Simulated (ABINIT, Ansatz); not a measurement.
**CrF6 (R-3): changed settings of a GW run in ABINIT**

A base run on CrF6 (R-3), then changed inputs.

Method: PBEsol and many-body steps on it, plane waves, in ABINIT 10.8.3.

Report form: the programs' logs are mostly left out.

**1. Set-up**

It takes space group R-3 (No. 148, trigonal). The conventional cell has a = 4.805 Å, b = 4.805 Å, c = 13.108 Å, α = 90.00°, β = 90.00°, γ = 120.00°. Cr has 6 F at 1.74 Å nearest. F has 1 Cr at 1.74 Å nearest. Farther neighbours and most contacts between anions are not listed.

The cell and positions are those that the Materials Project relaxed with its own functionals (PBE, PBE+U or r2SCAN), kept fixed.

**2. Screening, 2×2×2 mesh, 85 bands, screening to 114.3 eV**

This step: ABINIT 10.8.3; RPA screening on PBEsol, plane waves, norm-conserving pseudopotentials.

The RPA dielectric matrix is built and inverted for each q.

run.abi reads:

```
acell 3*1.0 Angstrom
rprim 
  2.402403871812 1.387028522093 4.369215055800
  -2.402403871812 1.387028522093 4.369215055800
  0.000000000000 -2.774057044186 4.369215055800
ntypat 2
znucl 24 9
natom 7
typat 1 2 2 2 2 2 2
xred 
  0.000000000000 0.000000000000 0.000000000000
  0.368598720000 0.081843300000 0.779004130000
  0.081843300000 0.779004130000 0.368598720000
  0.220995870000 0.631401280000 0.918156700000
  0.918156700000 0.220995870000 0.631401280000
  0.631401280000 0.918156700000 0.220995870000
  0.779004130000 0.368598720000 0.081843300000
pp_dirpath "pseudos"
pseudos "Cr.upf, F.upf"
ecut 43
ngkpt 2 2 2
nshiftk 1
shiftk 0 0 0
kptopt 1
chksymbreak 0
istwfk *1
occopt 1
irdwfk 1
optdriver 3
nband 85
ecuteps 4.2
inclvkb 2
awtr 1
symchi 1
indata_prefix "in"
outdata_prefix "out"
tmpdata_prefix "tmp"
```

On the command line:

```bash
> OMP_NUM_THREADS=1 mpirun -n 4 abinit run.abi > log
```

Run time: 40 s. Hardware: 4 MPI ranks of Arm Neoverse N1, shared host; peak memory 1.3 GiB.

This step gave:

```
ε∞ with local fields, on this mesh, along the program's q direction : 3.41
the same without local fields                                       : 6.262
plasma frequency                                                    : 29.73 eV
plane waves in the screening matrix                                 : 247
```

Local fields lower ε∞ by 46 %. On a Γ-centred mesh this coarse the value itself is usually too large, while a short band sum pulls it down.

**3. Base**

The self-energy is evaluated for the states that the input lists, and the levels follow from it, in one-shot runs by the linearised quasiparticle equation.

This step: G0W0 on PBEsol, plane waves, norm-conserving pseudopotentials.

run.abi, as its differences from that of step 2:

```diff
@@ -28,8 +28,17 @@
 irdwfk 1
-optdriver 3
+optdriver 4
 nband 85
+gwcalctyp 0
+ecutsigx 43
+symsigma 1
+nkptgw 2
+kptgw 
+  0.5000000000 0.5000000000 0.0000000000
+  0.0000000000 0.0000000000 0.0000000000
+bdgw 
+  27 30
+  27 31
 ecuteps 4.2
-inclvkb 2
-awtr 1
-symchi 1
+irdscr 1
+ppmodel 1
 indata_prefix "in"
```

It took 13 s on 4 MPI ranks; peak memory 0.82 GiB; 52 s of CPU time.

This step gave:

```yaml
g0w0_gap_on_the_points_computed: 4.892 eV
starting_gap_on_the_mesh: 1.937 eV
k_of_the_valence_top: 0.5, 0.5, 0
k_of_the_conduction_bottom: 0, 0, 0
z_at_the_valence_top: 0.741
z_at_the_conduction_bottom: 0.747
least_direct_g0w0_gap_on_the_computed_points: 4.943 eV
```

The gap on the mesh goes from 1.94 eV to 4.89 eV, a correction of +2.96 eV.

**4. Scissors in G**

run.abi, as its differences from that of step 3:

```diff
@@ -43,2 +43,3 @@
 ppmodel 1
+mbpt_sciss 0.5 eV
 indata_prefix "in"
```

It took 13 s on 4 MPI ranks; peak memory 0.82 GiB.

This step gave:

```yaml
g0w0_gap_on_the_points_computed: 4.98 eV
starting_gap_on_the_mesh: 1.937 eV
k_of_the_valence_top: 0.5, 0.5, 0
k_of_the_conduction_bottom: 0, 0, 0
z_at_the_valence_top: 0.741
z_at_the_conduction_bottom: 0.749
least_direct_g0w0_gap_on_the_computed_points: 5.031 eV
```

**5. More bands than the file holds**

run.abi, as its differences from that of step 4:

```diff
@@ -29,3 +29,3 @@
 optdriver 4
-nband 85
+nband 507
 gwcalctyp 0
@@ -43,3 +43,2 @@
 ppmodel 1
-mbpt_sciss 0.5 eV
 indata_prefix "in"
```

The job ended after 2.8 s (4 MPI ranks; peak memory 0.06 GiB).

The run stopped with an error after 2.8 s.

The program's words: Number of bands stored WFK file is less than required. WFK mband: 185, self-energy nband: 507

The fault put into this input: more bands than the file holds.

**6. The runs together**

Times are wall times on 4 MPI ranks of Arm Neoverse N1, shared host, good to a factor of about two. A run's time includes the screening step that it read.

| run | mesh | bands | screening cutoff (eV) | DFT gap (eV) | gap on the mesh (eV) | direct (eV) | ε∞ used | time |
| --- | --- | --- | --- | --- | --- | --- | --- | --- |
| base | 2×2×2 | 85 | 114.3 | 1.937 | 4.892 | 4.943 | 3.41 | 53 s |
| scissors in G | 2×2×2 | 85 | 114.3 | 1.937 | 4.980 | 5.031 | 3.41 | 53 s |

**7. Summary of results**

```json
{
 "base": "4.892 eV",
 "scissors in G": "4.980 eV",
 "known limits": "not at the basis limit; no spin polarisation; d states lean on the start; coarse k mesh"
}
```

Scissors in G: +0.088 eV against base (keys changed: mbpt_sciss). Bands and cutoff are finite, so the gap is not at the basis limit. The miss can reach some tenths of an eV and take either sign; the mesh is an error of its own. In the G0W0 runs levels were corrected at 2 k points alone, so a gap called «on the mesh» is the least over those, and an edge elsewhere would be missed. The 2×2×2 mesh is coarse for this cell, which bears on the long-range parts of exchange and screening. The runs have no spin polarisation. For a closed low-spin shell that is the natural state; where a d or f shell is open it is a constraint, and the gap is then not the crystal's own. With d states at the gap, one-shot GW leans hard on its start.

[Paths, hosts, dates, memory and timing lines, banners, echoed tables and standing remarks are left out of the program output.]

[Logs are printed without paths, hosts, clocks, repeated set-up lines and the standing remarks that a program may print on its own settings, such as how far it seeks lower states.]

[Runs of the session that timed out or met a known fault of the program may be left out.]

[Hosts, paths, dates, database ids (printed as entryN), source tags and the programs' standing remarks are cut or masked in the printed files.]

[G0W0 gaps are taken among the corrected bands and points alone; a level outside them can change the order at an edge.]

[Where Ansatz stands beside ABINIT at settings called matched, ABINIT's density can come from a denser mesh and the files from another edition; pairs whose starting gaps differed by over 0.03 eV were left out, so agreement reads better than it is.]
